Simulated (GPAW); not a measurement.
## Y L₃ ELNES/XANES of YIn (Pm-3m) from DFT

What does one-electron theory with a core hole give for the Y L₃ edge of YIn (Pm-3m)?

Method: X-ray absorption from dipole matrix elements to empty bands, plane-wave PAW LDA, in GPAW 26.7.0.

This is a report of a sequence of runs, with most program output left out.

## 1. Starting point

Symmetry: Pm-3m, No. 221, cubic system. The conventional cell has a = 3.810 Å, b = 3.810 Å, c = 3.810 Å, α = 90.00°, β = 90.00°, γ = 90.00°. In has 8 Y at 3.30 Å nearest. Y has 8 In at 3.30 Å nearest. Farther neighbours are not listed.

Structure file:

```cif
data_structure
_symmetry_space_group_name_H-M 'P 1'
_symmetry_Int_Tables_number 1
_cell_length_a 3.8100
_cell_length_b 3.8100
_cell_length_c 3.8100
_cell_angle_alpha 90.000
_cell_angle_beta 90.000
_cell_angle_gamma 90.000
_cell_volume 55.31
loop_
_atom_site_label
_atom_site_type_symbol
_atom_site_fract_x
_atom_site_fract_y
_atom_site_fract_z
_atom_site_occupancy
In1 In 0.00000 0.00000 0.00000 1
Y2 Y 0.50000 0.50000 0.50000 1
```

## 2. Ground state of the crystal

The ground state comes first: it tells whether the system has a gap, which decides how the excited electron is treated.

scf.py

```python
import numpy as np
from ase import Atoms
from ase.parallel import parprint, paropen
from gpaw import GPAW, PW, FermiDirac, Mixer, MixerDif, setup_paths
from gpaw.test import gen
setup_paths.insert(0, '.')
gen('Y', name='nch2p', xcname='LDA', corehole=(2, 1, 0), write_xml=True)
from gpaw.mpi import world
world.barrier()

atoms = Atoms('InY',
    cell=[[3.81, 0, 0],
     [0, 3.81, 0],
     [0, 0, 3.81]],
    scaled_positions=[[0, 0, 0],
     [0.5, 0.5, 0.5]],
    pbc=True)
atoms.calc = calc = GPAW(legacy_gpaw=True, mode=PW(430), xc='LDA', setups={1: 'nch2p'},
    kpts={'size': (7, 7, 7), 'gamma': True}, occupations=FermiDirac(0.05),
    charge=0, mixer=Mixer(0.1, 5, 50), maxiter=150,
    convergence={'density': 0.0001}, txt='scf.txt')
energy = atoms.get_potential_energy() + calc.get_reference_energy()
ef = calc.get_fermi_level()
out = dict(energy=energy, fermi=ef, forces=atoms.get_forces().tolist())
parprint(f'all-electron energy {energy:.4f} eV, Fermi level {ef:.4f} eV')
ev = np.array([[calc.get_eigenvalues(k, s) for k in range(len(calc.get_ibz_k_points()))] for s in range(calc.get_number_of_spins())])
out['homo'], out['lumo'], out['counts'] = ev[ev < ef].max(), ev[ev > ef].min(), sorted(set((ev < ef).sum((0, 2)).tolist()))
out['filled'] = (ev[:, 0] < ef).sum(1).tolist()
import json
with paropen('out.json', 'w') as f:
    json.dump(out, f)
```

Command:

```console
$ OMP_NUM_THREADS=1 mpirun -n 4 gpaw python scf.py
```

Run time: 4.3 s. Hardware: 4 MPI ranks of Arm Neoverse V2, shared host; peak memory 0.17 GiB; 17 s of CPU time.

The mesh shows no gap, so the system is treated as a metal and the core electron is put at the Fermi level (neutral cell).

## 3. Spectrum without a core hole, Y atom 2

This cheap baseline ignores the attraction of the hole: it shows the absorber's empty states as they are in the ground state. The data set with a hole of occupation 0 only carries the core orbital.

The absorber has 8 In at 3.30 Å and 6 Y at 3.81 Å (cube and octahedron, as in bcc, site symmetry m-3m).

xas.py

```python
import numpy as np
from ase import Atoms
from ase.parallel import parprint, paropen
from gpaw import GPAW, PW, FermiDirac, Mixer, MixerDif, setup_paths
from gpaw.test import gen
setup_paths.insert(0, '.')
gen('Y', name='nch2p', xcname='LDA', corehole=(2, 1, 0), write_xml=True)
from gpaw.mpi import world
world.barrier()

atoms = Atoms('InY',
    cell=[[3.81, 0, 0],
     [0, 3.81, 0],
     [0, 0, 3.81]],
    scaled_positions=[[0, 0, 0],
     [0.5, 0.5, 0.5]],
    pbc=True)
atoms.calc = calc = GPAW(legacy_gpaw=True, mode=PW(430), xc='LDA', setups={1: 'nch2p'},
    kpts={'size': (9, 9, 9), 'gamma': True}, occupations=FermiDirac(0.1),
    charge=0, mixer=Mixer(0.1, 5, 50), maxiter=150,
    convergence={'density': 0.0001}, txt='scf.txt')
energy = atoms.get_potential_energy() + calc.get_reference_energy()
ef = calc.get_fermi_level()
out = dict(energy=energy, fermi=ef, forces=atoms.get_forces().tolist())
parprint(f'all-electron energy {energy:.4f} eV, Fermi level {ef:.4f} eV')
ev = np.array([[calc.get_eigenvalues(k, s) for k in range(len(calc.get_ibz_k_points()))] for s in range(calc.get_number_of_spins())])
out['homo'], out['lumo'], out['counts'] = ev[ev < ef].max(), ev[ev > ef].min(), sorted(set((ev < ef).sum((0, 2)).tolist()))
out['filled'] = (ev[:, 0] < ef).sum(1).tolist()

from ase.units import Ha
from gpaw.xas import dipole_matrix_elements
nb = int(calc.get_number_of_electrons() / 2) + 41
top = nb
nscf = calc.fixed_density(kpts={'size': (7, 7, 7), 'gamma': True},
    convergence={'eigenstates': 1.0}, txt='nscf.txt')
nscf.diagonalize_full_hamiltonian(nbands=nb)
cell = atoms.cell.array
ops = [cell.T @ U.T @ np.linalg.inv(cell.T) for U in nscf.wfs.kd.symmetry.op_scc]
E = np.arange(-25, 34, 0.1)
fwhm = np.interp(E, [4, 25], [1.5, 3.5])
Y, X, zero, highest = 0, 0, 1e9, 1e9
for spin in range(nscf.get_number_of_spins()):
    wfs = nscf.wfs
    A = dipole_matrix_elements(wfs.setups[1])
    eps = np.zeros((wfs.kd.nibzkpts, nb))
    d = np.zeros((3, A.shape[1], wfs.kd.nibzkpts, nb), complex)
    for kpt in wfs.kpt_u:
        if kpt.s == spin and 1 in kpt.P_ani:
            eps[kpt.k] = kpt.eps_n * Ha
            d[:, :, kpt.k] = (kpt.weight * wfs.nspins / 2) ** 0.5 * np.inner(A, kpt.P_ani[1])
    world.sum(eps)
    world.sum(d)
    T = np.einsum('amkn,bmkn->abkn', d, d.conj()).real
    T = sum(np.einsum('ai,ijkn,bj->abkn', R, T, R) for R in ops) / len(ops)
    empty = eps > ef
    zero, highest = min(zero, eps[empty].min()), min(highest, eps[:, top - 1].min())
    lines = [(eps, T, empty)] if spin == 0 else lines + [(eps, T, empty)]
for eps, T, empty in lines:
    f = np.einsum('aakn->akn', T).reshape(3, -1)
    x = eps.ravel() - zero
    w = np.interp(x, E, fwhm) / 2.35482
    g = np.exp(-0.5 * ((E[:, None] - x) / w) ** 2) / (w * (2 * np.pi) ** 0.5)
    Y = Y + (f * empty.ravel()) @ g.T
    X = X + (f * ~empty.ravel()) @ g.T
out.update(E=E.round(2).tolist(), xas=Y.tolist(), xes=X.tolist(), zero=zero, valid=highest - zero, nk=len(eps), nb=nb)
for i in range(0, len(E), 10):
    parprint(f'{E[i]:7.2f}', *(f'{v:10.3e}' for v in Y[:, i]))
import json
with paropen('out.json', 'w') as f:
    json.dump(out, f)
```

Command:

```console
$ OMP_NUM_THREADS=1 mpirun -n 4 gpaw python xas.py
```

Wall time 21 s (4 MPI ranks); peak memory 0.32 GiB.

The Y L₃ spectrum, Y atom 2, no core hole (energy from the lowest empty level; intensity scaled to a mean of 1 over the first 20 eV):

| E (eV) | intensity |
| --- | --- |
| -2.0 | 0.00 |
| -1.0 | 0.07 |
| 0.0 | 0.73 |
| 1.0 | 1.52 |
| 2.0 | 1.73 |
| 3.0 | 1.76 |
| 4.0 | 2.24 |
| 5.0 | 1.80 |
| 6.0 | 1.29 |
| 7.0 | 1.20 |
| 8.0 | 0.86 |
| 9.0 | 0.63 |
| 10.0 | 0.47 |
| 11.0 | 0.40 |
| 12.0 | 0.43 |
| 13.0 | 0.54 |
| 14.0 | 0.75 |
| 15.0 | 0.88 |
| 16.0 | 0.80 |
| 17.0 | 0.66 |
| 18.0 | 0.59 |
| 19.0 | 0.61 |
| 20.0 | 0.67 |
| 21.0 | 0.67 |
| 22.0 | 0.65 |
| 23.0 | 0.62 |
| 24.0 | 0.58 |
| 25.0 | 0.56 |
| 26.0 | 0.58 |
| 27.0 | 0.62 |
| 28.0 | 0.64 |
| 29.0 | 0.62 |
| 30.0 | 0.56 |
| 31.0 | 0.49 |
| 32.0 | 0.47 |

Main maxima below 30 eV (height): 4.2 eV (2.28), 15.0 eV (0.88), 20.4 eV (0.67) and 28.2 eV (0.64). At an L edge the dipole rule selects empty d (and weakly s) states on the absorber, and the strong line at the onset measures the empty part of its d band.

The same matrix elements for filled bands give the Y L₃ emission of Y atom 2 (ground-state approximation; energy from the lowest empty level, largest value 1):

| E (eV) | emission |
| --- | --- |
| -24.00 | 0.00 |
| -23.25 | 0.00 |
| -22.50 | 0.00 |
| -21.75 | 0.00 |
| -21.00 | 0.00 |
| -20.25 | 0.00 |
| -19.50 | 0.00 |
| -18.75 | 0.00 |
| -18.00 | 0.00 |
| -17.25 | 0.00 |
| -16.50 | 0.00 |
| -15.75 | 0.00 |
| -15.00 | 0.00 |
| -14.25 | 0.00 |
| -13.50 | 0.00 |
| -12.75 | 0.00 |
| -12.00 | 0.00 |
| -11.25 | 0.00 |
| -10.50 | 0.00 |
| -9.75 | 0.00 |
| -9.00 | 0.00 |
| -8.25 | 0.01 |
| -7.50 | 0.02 |
| -6.75 | 0.04 |
| -6.00 | 0.08 |
| -5.25 | 0.11 |
| -4.50 | 0.08 |
| -3.75 | 0.10 |
| -3.00 | 0.26 |
| -2.25 | 0.60 |
| -1.50 | 0.87 |
| -0.75 | 1.00 |
| 0.00 | 0.68 |
| 0.75 | 0.17 |
| 1.50 | 0.01 |
| 2.25 | 0.00 |
| 3.00 | 0.00 |

Emission maxima: -0.8 eV (1.00).

## 4. Supercell without a hole, the energy reference

The photon energy needs a difference of total energies, so the cell and mesh of the coming hole run are first run without a hole.

Changes to scf.py since step 2:

```diff
@@ -10,11 +10,17 @@
 
-atoms = Atoms('InY',
-    cell=[[3.81, 0, 0],
-     [0, 3.81, 0],
-     [0, 0, 3.81]],
+atoms = Atoms('In4Y4',
+    cell=[[3.81, 3.81, 3.81],
+     [-3.81, 3.81, -3.81],
+     [-3.81, 3.81, 3.81]],
     scaled_positions=[[0, 0, 0],
-     [0.5, 0.5, 0.5]],
+     [0.5, 0.5, 0],
+     [0, 0.5, 0.5],
+     [0.5, 0, 0.5],
+     [0.5, 0, 0],
+     [0, 0.5, 0],
+     [0.5, 0.5, 0.5],
+     [0, 0, 0.5]],
     pbc=True)
-atoms.calc = calc = GPAW(legacy_gpaw=True, mode=PW(430), xc='LDA', setups={1: 'nch2p'},
-    kpts={'size': (7, 7, 7), 'gamma': True}, occupations=FermiDirac(0.05),
+atoms.calc = calc = GPAW(legacy_gpaw=True, mode=PW(430), xc='LDA', setups={4: 'nch2p'},
+    kpts={'size': (5, 5, 5), 'gamma': True}, occupations=FermiDirac(0.1),
     charge=0, mixer=Mixer(0.1, 5, 50), maxiter=150,
```

Command:

```console
$ OMP_NUM_THREADS=1 mpirun -n 4 gpaw python scf.py
```

Wall time 32 s (4 MPI ranks); peak memory 0.28 GiB.

Reference energy: -1007327.341 eV with the cores included.

## 5. Spectrum with XCH, Y atom 2

The holes are 6.6 Å apart. In GPAW the data set carries the hole's charge, so charge=0 means a charged cell and charge=-1 a neutral one. The excited electron is kept in the cell, where it fills the lowest empty states and screens the hole. After the field has converged, empty bands are computed with the density fixed and the dipole matrix elements are summed.

Changes to xas.py since step 3:

```diff
@@ -6,3 +6,3 @@
 setup_paths.insert(0, '.')
-gen('Y', name='nch2p', xcname='LDA', corehole=(2, 1, 0), write_xml=True)
+gen('Y', name='fch2p', xcname='LDA', corehole=(2, 1, 1), write_xml=True)
 from gpaw.mpi import world
@@ -10,12 +10,18 @@
 
-atoms = Atoms('InY',
-    cell=[[3.81, 0, 0],
-     [0, 3.81, 0],
-     [0, 0, 3.81]],
+atoms = Atoms('In4Y4',
+    cell=[[3.81, 3.81, 3.81],
+     [-3.81, 3.81, -3.81],
+     [-3.81, 3.81, 3.81]],
     scaled_positions=[[0, 0, 0],
-     [0.5, 0.5, 0.5]],
+     [0.5, 0.5, 0],
+     [0, 0.5, 0.5],
+     [0.5, 0, 0.5],
+     [0.5, 0, 0],
+     [0, 0.5, 0],
+     [0.5, 0.5, 0.5],
+     [0, 0, 0.5]],
     pbc=True)
-atoms.calc = calc = GPAW(legacy_gpaw=True, mode=PW(430), xc='LDA', setups={1: 'nch2p'},
-    kpts={'size': (9, 9, 9), 'gamma': True}, occupations=FermiDirac(0.1),
-    charge=0, mixer=Mixer(0.1, 5, 50), maxiter=150,
+atoms.calc = calc = GPAW(legacy_gpaw=True, mode=PW(430), xc='LDA', setups={4: 'fch2p'},
+    kpts={'size': (5, 5, 5), 'gamma': True}, occupations=FermiDirac(0.1),
+    charge=-1, mixer=Mixer(0.1, 5, 50), maxiter=150,
     convergence={'density': 0.0001}, txt='scf.txt')
@@ -31,10 +37,9 @@
 from gpaw.xas import dipole_matrix_elements
-nb = int(calc.get_number_of_electrons() / 2) + 41
-top = nb
-nscf = calc.fixed_density(kpts={'size': (7, 7, 7), 'gamma': True},
-    convergence={'eigenstates': 1.0}, txt='nscf.txt')
-nscf.diagonalize_full_hamiltonian(nbands=nb)
+nb = int(calc.get_number_of_electrons() / 2) + 154
+top, nb = nb, nb + 8 + nb // 12
+nscf = calc.fixed_density(kpts={'size': (5, 5, 5), 'gamma': True}, nbands=nb,
+    convergence={'bands': top, 'eigenstates': 1e-5}, maxiter=60, txt='nscf.txt')
 cell = atoms.cell.array
 ops = [cell.T @ U.T @ np.linalg.inv(cell.T) for U in nscf.wfs.kd.symmetry.op_scc]
-E = np.arange(-25, 34, 0.1)
+E = np.arange(-6, 34, 0.1)
 fwhm = np.interp(E, [4, 25], [1.5, 3.5])
@@ -43,3 +48,3 @@
     wfs = nscf.wfs
-    A = dipole_matrix_elements(wfs.setups[1])
+    A = dipole_matrix_elements(wfs.setups[4])
     eps = np.zeros((wfs.kd.nibzkpts, nb))
@@ -47,5 +52,5 @@
     for kpt in wfs.kpt_u:
-        if kpt.s == spin and 1 in kpt.P_ani:
+        if kpt.s == spin and 4 in kpt.P_ani:
             eps[kpt.k] = kpt.eps_n * Ha
-            d[:, :, kpt.k] = (kpt.weight * wfs.nspins / 2) ** 0.5 * np.inner(A, kpt.P_ani[1])
+            d[:, :, kpt.k] = (kpt.weight * wfs.nspins / 2) ** 0.5 * np.inner(A, kpt.P_ani[4])
     world.sum(eps)
```

Command:

```console
$ OMP_NUM_THREADS=1 mpirun -n 4 gpaw python xas.py
```

Run time: 2.4 min. Hardware: 4 MPI ranks; peak memory 0.45 GiB; 9.5 min of CPU time.

The Y L₃ spectrum, Y atom 2, excited-electron core hole (neutral cell) (energy from the lowest empty level; intensity scaled to a mean of 1 over the first 20 eV):

```
E (eV)  intensity
  -2.0       0.00
  -1.5       0.04
  -1.0       0.24
  -0.5       0.88
   0.0       1.96
   0.5       2.90
   1.0       3.20
   1.5       2.79
   2.0       2.13
   2.5       1.75
   3.0       1.87
   3.5       2.10
   4.0       1.90
   4.5       1.40
   5.0       1.11
   5.5       1.08
   6.0       1.07
   6.5       0.91
   7.0       0.69
   7.5       0.56
   8.0       0.52
   8.5       0.50
   9.0       0.46
   9.5       0.40
  10.0       0.35
  10.5       0.34
  11.0       0.36
  11.5       0.40
  12.0       0.44
  12.5       0.49
  13.0       0.56
  13.5       0.66
  14.0       0.75
  14.5       0.80
  15.0       0.80
  15.5       0.75
  16.0       0.68
  16.5       0.62
  17.0       0.58
  17.5       0.55
  18.0       0.54
  18.5       0.55
  19.0       0.58
  19.5       0.60
  20.0       0.61
  20.5       0.61
  21.0       0.61
  21.5       0.60
  22.0       0.59
  22.5       0.58
  23.0       0.56
  23.5       0.53
  24.0       0.51
  24.5       0.51
  25.0       0.51
  25.5       0.53
  26.0       0.55
  26.5       0.57
  27.0       0.58
  27.5       0.59
  28.0       0.59
  28.5       0.58
  29.0       0.56
  29.5       0.53
  30.0       0.50
  30.5       0.47
  31.0       0.45
  31.5       0.43
  32.0       0.43
```

Main maxima below 30 eV (height): 1.0 eV (3.20), 3.6 eV (2.12), 14.8 eV (0.80), 20.4 eV (0.61) and 27.6 eV (0.59). 

## 6. Spectrum with FCH, Y atom 2

The holes are 6.6 Å apart. In GPAW the data set carries the hole's charge, so charge=0 means a charged cell and charge=-1 a neutral one. The excited electron is left out and a uniform background balances the charge. After the field has converged, empty bands are computed with the density fixed and the dipole matrix elements are summed.

Changed against the first core-hole run: core hole to FCH.

Changes to xas.py since step 5:

```diff
@@ -25,3 +25,3 @@
     kpts={'size': (5, 5, 5), 'gamma': True}, occupations=FermiDirac(0.1),
-    charge=-1, mixer=Mixer(0.1, 5, 50), maxiter=150,
+    charge=0, mixer=Mixer(0.1, 5, 50), maxiter=150,
     convergence={'density': 0.0001}, txt='scf.txt')
```

Wall time 2.3 min (4 MPI ranks); peak memory 0.44 GiB.

```csv
E (eV),first run,this run
-2.0,0.00,0.00
-1.0,0.24,0.16
0.0,1.96,1.74
1.0,3.20,3.33
2.0,2.13,2.28
3.0,1.87,1.75
4.0,1.90,1.93
5.0,1.11,1.10
6.0,1.07,1.05
7.0,0.69,0.75
8.0,0.52,0.51
9.0,0.46,0.47
10.0,0.35,0.36
11.0,0.36,0.34
12.0,0.44,0.41
13.0,0.56,0.52
14.0,0.75,0.70
15.0,0.80,0.79
16.0,0.68,0.70
17.0,0.58,0.59
18.0,0.54,0.54
19.0,0.58,0.56
20.0,0.61,0.60
21.0,0.61,0.60
22.0,0.59,0.59
23.0,0.56,0.56
24.0,0.51,0.52
25.0,0.51,0.50
26.0,0.55,0.54
27.0,0.58,0.57
28.0,0.59,0.59
29.0,0.56,0.56
30.0,0.50,0.51
31.0,0.45,0.45
32.0,0.43,0.43
```

The scaled spectrum changes by 6 % r.m.s. The highest intensity below 24 eV goes from 1.0 eV (3.20) to 1.0 eV (3.33).

The photon energy of the zero moves by -0.11 eV.

## 7. Reference energy of the supercell

The cutoff changes for the next run, so it gets a reference energy of its own.

Changes to scf.py since step 4:

```diff
@@ -23,3 +23,3 @@
     pbc=True)
-atoms.calc = calc = GPAW(legacy_gpaw=True, mode=PW(430), xc='LDA', setups={4: 'nch2p'},
+atoms.calc = calc = GPAW(legacy_gpaw=True, mode=PW(300), xc='LDA', setups={4: 'nch2p'},
     kpts={'size': (5, 5, 5), 'gamma': True}, occupations=FermiDirac(0.1),
```

Command:

```console
$ OMP_NUM_THREADS=1 mpirun -n 4 gpaw python scf.py
```

Run time: 32 s. Hardware: 4 MPI ranks; peak memory 0.23 GiB.

Reference energy: -1007325.410 eV with the cores included.

## 8. Spectrum with XCH, Y atom 2

A test of how far the result depends on this setting.

Changed against the first core-hole run: cutoff (eV) to 300.

Changes to xas.py since step 6:

```diff
@@ -23,5 +23,5 @@
     pbc=True)
-atoms.calc = calc = GPAW(legacy_gpaw=True, mode=PW(430), xc='LDA', setups={4: 'fch2p'},
+atoms.calc = calc = GPAW(legacy_gpaw=True, mode=PW(300), xc='LDA', setups={4: 'fch2p'},
     kpts={'size': (5, 5, 5), 'gamma': True}, occupations=FermiDirac(0.1),
-    charge=0, mixer=Mixer(0.1, 5, 50), maxiter=150,
+    charge=-1, mixer=Mixer(0.1, 5, 50), maxiter=150,
     convergence={'density': 0.0001}, txt='scf.txt')
```

Command:

```console
$ OMP_NUM_THREADS=1 mpirun -n 4 gpaw python xas.py
```

Run time: 1.8 min. Hardware: 4 MPI ranks; peak memory 0.34 GiB; 7.4 min of CPU time.

| E (eV) | first run | this run |
| --- | --- | --- |
| -2.0 | 0.00 | 0.00 |
| -1.0 | 0.24 | 0.24 |
| 0.0 | 1.96 | 1.95 |
| 1.0 | 3.20 | 3.19 |
| 2.0 | 2.13 | 2.14 |
| 3.0 | 1.87 | 1.86 |
| 4.0 | 1.90 | 1.90 |
| 5.0 | 1.11 | 1.11 |
| 6.0 | 1.07 | 1.07 |
| 7.0 | 0.69 | 0.70 |
| 8.0 | 0.52 | 0.52 |
| 9.0 | 0.46 | 0.46 |
| 10.0 | 0.35 | 0.35 |
| 11.0 | 0.36 | 0.36 |
| 12.0 | 0.44 | 0.44 |
| 13.0 | 0.56 | 0.56 |
| 14.0 | 0.75 | 0.75 |
| 15.0 | 0.80 | 0.80 |
| 16.0 | 0.68 | 0.68 |
| 17.0 | 0.58 | 0.58 |
| 18.0 | 0.54 | 0.54 |
| 19.0 | 0.58 | 0.58 |
| 20.0 | 0.61 | 0.61 |
| 21.0 | 0.61 | 0.61 |
| 22.0 | 0.59 | 0.59 |
| 23.0 | 0.56 | 0.56 |
| 24.0 | 0.51 | 0.52 |
| 25.0 | 0.51 | 0.51 |
| 26.0 | 0.55 | 0.55 |
| 27.0 | 0.58 | 0.59 |
| 28.0 | 0.59 | 0.59 |
| 29.0 | 0.56 | 0.56 |
| 30.0 | 0.50 | 0.50 |
| 31.0 | 0.45 | 0.45 |
| 32.0 | 0.43 | 0.43 |

The scaled spectrum changes by 0 % r.m.s. The highest intensity below 24 eV stays at 1.0 eV.

The photon energy of the zero moves by +0.03 eV.

## 9. With and without the hole

Both curves are counted from their own zero, so only the shift of weight within the empty states shows.

```csv
E (eV),no hole,XCH
-2.0,0.00,0.00
-1.0,0.07,0.24
0.0,0.73,1.96
1.0,1.52,3.20
2.0,1.73,2.13
3.0,1.76,1.87
4.0,2.24,1.90
5.0,1.80,1.11
6.0,1.29,1.07
7.0,1.20,0.69
8.0,0.86,0.52
9.0,0.63,0.46
10.0,0.47,0.35
11.0,0.40,0.36
12.0,0.43,0.44
13.0,0.54,0.56
14.0,0.75,0.75
15.0,0.88,0.80
16.0,0.80,0.68
17.0,0.66,0.58
18.0,0.59,0.54
19.0,0.61,0.58
20.0,0.67,0.61
21.0,0.67,0.61
22.0,0.65,0.59
23.0,0.62,0.56
24.0,0.58,0.51
25.0,0.56,0.51
26.0,0.58,0.55
27.0,0.62,0.58
28.0,0.64,0.59
29.0,0.62,0.56
30.0,0.56,0.50
31.0,0.49,0.45
32.0,0.47,0.43
```

With each curve scaled to its own mean, the area from −2 to 6 eV with the hole is 13.0 against 10.5, and the centre of weight from −1 to 20 eV moves by -1.2 eV: the hole pulls the absorber's empty states down.

## 10. Results

| Item | Value |
| --- | --- |
| absorber and edge | Y L₃, atom 2 of the ground-state input (counted from 1) |
| surroundings | 8 In at 3.30 Å and 6 Y at 3.81 Å (cube and octahedron, as in bcc, site symmetry m-3m) |
| highest intensity below 24 eV | 1.0 eV above the zero, height 3.20 |

In words: The Y L₃ edge of atom 2, with 8 In at 3.30 Å and 6 Y at 3.81 Å (cube and octahedron, as in bcc, site symmetry m-3m), has its highest intensity of the first 24 eV at 1.0 eV above the zero, 3.2 times the mean level of the first 20 eV (Gaussian full width 1.5 eV up to 4 eV, rising linearly to 3.5 eV at 25 eV). With each curve scaled to its own mean, the area from −2 to 6 eV with the hole is 13.0 against 10.5, and the centre of weight from −1 to 20 eV moves by -1.2 eV: the hole pulls the absorber's empty states down. Changing the core hole to FCH alters the shape by 6 % r.m.s., so the result is insensitive to this choice. Changing the cutoff (eV) to 300 alters the shape by 0 % r.m.s., so this setting is converged. Only the L₃ part is meant: spin–orbit coupling of the core level isn't computed and the L₂ copy isn't added. The structure is a published determination, not relaxed.

[Logs are printed without paths, hosts, clocks, repeated set-up lines and the standing remarks that a program may print on its own settings, such as how far it seeks lower states.]

[Hosts, paths, dates, database ids (printed as entryN), source tags and the programs' standing remarks are cut or masked in the printed files.]

[Lists of maxima count a maximum above −3 eV only where it reaches 4 % of the highest in the window and stands out from its surroundings by 2 % of it (1.5 % where it reaches 55 %); shoulders and weaker maxima are passed over, and of the rest the first, up to two pre-edge ones and the few strongest are named.]
